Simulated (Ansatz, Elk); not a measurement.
# Bonding as seen by X-rays: Ca2La, part 2 of 2

Structure refinements treat a crystal as free atoms side by side. For a made-up structure of Ca2La (cell and positions from a PBE relaxation) the runs below show what the calculated density changes in F(hkl).

Elk 11.2.3 (patched build); all-electron DFT.

So far: The structure; Ground state and structure factors; The highest occupied states alone; Another try.

The structure was built from a prototype and need not be the compound's stable phase.

## 5. Another functional

Level of this step: DFT, LDA (Perdew-Wang), all-electron APW+lo, Dirac cores, scalar-relativistic bands, static density, no spin (Elk).

The difference from free atoms is small, so it is set against the change that LDA (Perdew-Wang) makes.

The input, elk.in:

```
tasks
  0
  195

xctype
  3

spinpol
  .false.

rgkmax
  7.0

gmaxvr
  14.0

lmaxo
  7

lmaxapw
  8

swidth
  0.002

tshift
  .false.

ramdisk
  .false.

hmaxvr
  5.5

maxscl
  120

epspot
  1e-06

sppath
  './'

avec
  11.61172658855 -0.00000000000 0.00000000000
  -5.80586329427 10.05605020748 -0.00000000000
  0.00000000000 0.00000000000 6.93632309298

atoms
  2
  'La.in'
  1
  0.0000000000 -0.0000000000 -0.0000000000   0.000000 0.000000 0.000000
  'Ca.in'
  2
  0.6666666667 0.3333333333 0.6119495229   0.000000 0.000000 0.000000
  0.3333333333 0.6666666667 0.3880504771   0.000000 0.000000 0.000000

ngridk
  4 4 6
```

The run is started by

```console
$ OMP_NUM_THREADS=4 elk
```

Numbers of over 12 decimals in the logs are rounded to 6 here.

Log:

```text
┌─────────────────────────┐
│ Elk code version 11.2.3 │
└─────────────────────────┘

All units are atomic (Hartree, Bohr, etc.)

┌─────────────────────────────────────────────────┐
│ Ground-state run starting from atomic densities │
└─────────────────────────────────────────────────┘

Lattice vectors :
   11.61172659      -0.000000000       0.000000000
  -5.805863294       10.05605021      -0.000000000
   0.000000000       0.000000000       6.936323093

Reciprocal lattice vectors :
  0.5411068939      0.3124082109      -0.000000000
[...]
muffin-tins (core leakage)
  species : 1 (La)
[...]
species : 2 (Ca)
   atom 1                    :    18.12993482     ( -0.3474015829E-05)
   atom 2                    :    18.12993482     ( -0.3474015829E-05)
 total in muffin-tins        :    90.79059428
 total calculated charge     :    96.99978261
 total charge                :    97.00000000
 error                       :   0.2173913245E-03

┌──────────────────────────────┐
│ Self-consistent loop stopped │
└──────────────────────────────┘

Warning : core states of species 1 leak from the muffin-tin :   0.2166625059E-03

Wrote STATE.OUT
[key lines of the parts left out:]
total energy                :     -9848.7969821443
```

Wall time 11 s (4 threads of Arm Neoverse V2, shared host); peak memory 0.16 GiB.

Against the first run R = 0.03 %; the largest change is -0.034 at 201.

## 6. Basis size

The basis and the expansions that go with it are enlarged, to see whether the differences are converged.

elk.in: that of step 5 with these lines changed.

```diff
@@ -5,3 +5,3 @@
 xctype
-  3
+  20
 
@@ -11,12 +11,12 @@
 rgkmax
-  7.0
+  8.5
 
 gmaxvr
-  14.0
+  18.0
 
 lmaxo
-  7
+  9
 
 lmaxapw
-  8
+  10
```

The run is started by

```console
$ OMP_NUM_THREADS=4 elk
```

Log:

```text
┌─────────────────────────┐
│ Elk code version 11.2.3 │
└─────────────────────────┘

All units are atomic (Hartree, Bohr, etc.)

┌─────────────────────────────────────────────────┐
│ Ground-state run starting from atomic densities │
└─────────────────────────────────────────────────┘

Lattice vectors :
   11.61172659      -0.000000000       0.000000000
  -5.805863294       10.05605021      -0.000000000
   0.000000000       0.000000000       6.936323093

Reciprocal lattice vectors :
  0.5411068939      0.3124082109      -0.000000000
[...]
muffin-tins (core leakage)
  species : 1 (La)
[...]
species : 2 (Ca)
   atom 1                    :    18.12358308     ( -0.1988050009E-06)
   atom 2                    :    18.12358308     ( -0.1988050009E-06)
 total in muffin-tins        :    90.77373028
 total calculated charge     :    96.99977033
 total charge                :    97.00000000
 error                       :   0.2296716364E-03

┌──────────────────────────────┐
│ Self-consistent loop stopped │
└──────────────────────────────┘

Warning : core states of species 1 leak from the muffin-tin :   0.2163608677E-03

Wrote STATE.OUT
[key lines of the parts left out:]
total energy                :     -9858.4522882470
```

Wall time 40 s (4 threads); peak memory 0.37 GiB.

Against the first run R = 0.00 %; the largest change is -0.007 at 410.

## 7. A coarser k-mesh

About half the k-points along each axis test the sampling.

elk.in: that of step 6 with these lines changed.

```diff
@@ -11,12 +11,12 @@
 rgkmax
-  8.5
+  7.0
 
 gmaxvr
-  18.0
+  14.0
 
 lmaxo
-  9
+  7
 
 lmaxapw
-  10
+  8
 
@@ -59,2 +59,2 @@
 ngridk
-  4 4 6
+  2 2 3
```

The run is started by

```console
$ OMP_NUM_THREADS=4 elk
```

Log:

```text
┌─────────────────────────┐
│ Elk code version 11.2.3 │
└─────────────────────────┘

All units are atomic (Hartree, Bohr, etc.)

┌─────────────────────────────────────────────────┐
│ Ground-state run starting from atomic densities │
└─────────────────────────────────────────────────┘

Lattice vectors :
   11.61172659      -0.000000000       0.000000000
  -5.805863294       10.05605021      -0.000000000
   0.000000000       0.000000000       6.936323093

Reciprocal lattice vectors :
  0.5411068939      0.3124082109      -0.000000000
[...]
muffin-tins (core leakage)
  species : 1 (La)
[...]
species : 2 (Ca)
   atom 1                    :    18.11921136     ( -0.1988004801E-06)
   atom 2                    :    18.11921136     ( -0.1988004801E-06)
 total in muffin-tins        :    90.79083267
 total calculated charge     :    96.99979650
 total charge                :    97.00000000
 error                       :   0.2035041925E-03

┌──────────────────────────────┐
│ Self-consistent loop stopped │
└──────────────────────────────┘

Warning : core states of species 1 leak from the muffin-tin :   0.2165256931E-03

Wrote STATE.OUT
[key lines of the parts left out:]
total energy                :     -9858.4385679129
```

Run time: 14 s. Hardware: 4 threads; peak memory 0.17 GiB.

Against the first run R = 0.02 %; the largest change is -0.075 at 001.

## 8. Settings against the effect

```csv
run,R against the first run (%),"R against neutral atoms, low angle (%)",wall time
"PBE, rgkmax 7",0.00,0.14,17 s
LDA (Perdew-Wang),0.03,0.12,11 s
rgkmax 8.5 with larger expansions,0.00,0.15,40 s
k-mesh 2×2×3,0.02,0.16,14 s
```

## 9. Outcome

```json
{
  "R against neutral atoms, sin θ/λ < 0.3 Å⁻¹": "0.14 %",
  "R against neutral atoms, 0.3 to 0.70 Å⁻¹": "0.10 %"
}
```

What this shows: Independent neutral atoms miss the calculated amplitudes by R = 0.14 % below 0.3 Å⁻¹ and 0.10 % from there to 0.70 Å⁻¹; by shells, 0.40 % below 0.15 Å⁻¹ (2 forms), 0.13 % 0.15 to 0.3 (14 forms), 0.05 % 0.3 to 0.45 (30 forms), 0.12 % above 0.45 (103 forms). Bonding, aspherical density and the tables' own atoms all enter these figures, and the runs don't part them. The largest change of an amplitude is +0.24 electrons, at 201. The window's part falls from 7.0 electrons at the origin to at most 0.08 between 0.45 and 0.70 Å⁻¹. Below 0.3 Å⁻¹ the changes that finished (LDA (Perdew-Wang), rgkmax 8.5 with larger expansions and k-mesh 2×2×3) move F by R = 0.04 % at most, against the 0.14 % that separates it from free atoms. A single amplitude moves by up to 0.07 electrons, against 0.24 for the largest difference from free atoms. Part of the difference isn't bonding: the tables are fits to free atoms and ions calculated by other methods than this functional. Thermal motion, anomalous dispersion and extinction are left out.

[Logs are printed without paths, hosts, clocks, repeated set-up lines and the standing remarks that a program may print on its own settings, such as how far it seeks lower states.]

[Hosts, paths, dates, database ids (printed as entryN), source tags and the programs' standing remarks are cut or masked in the printed files.]
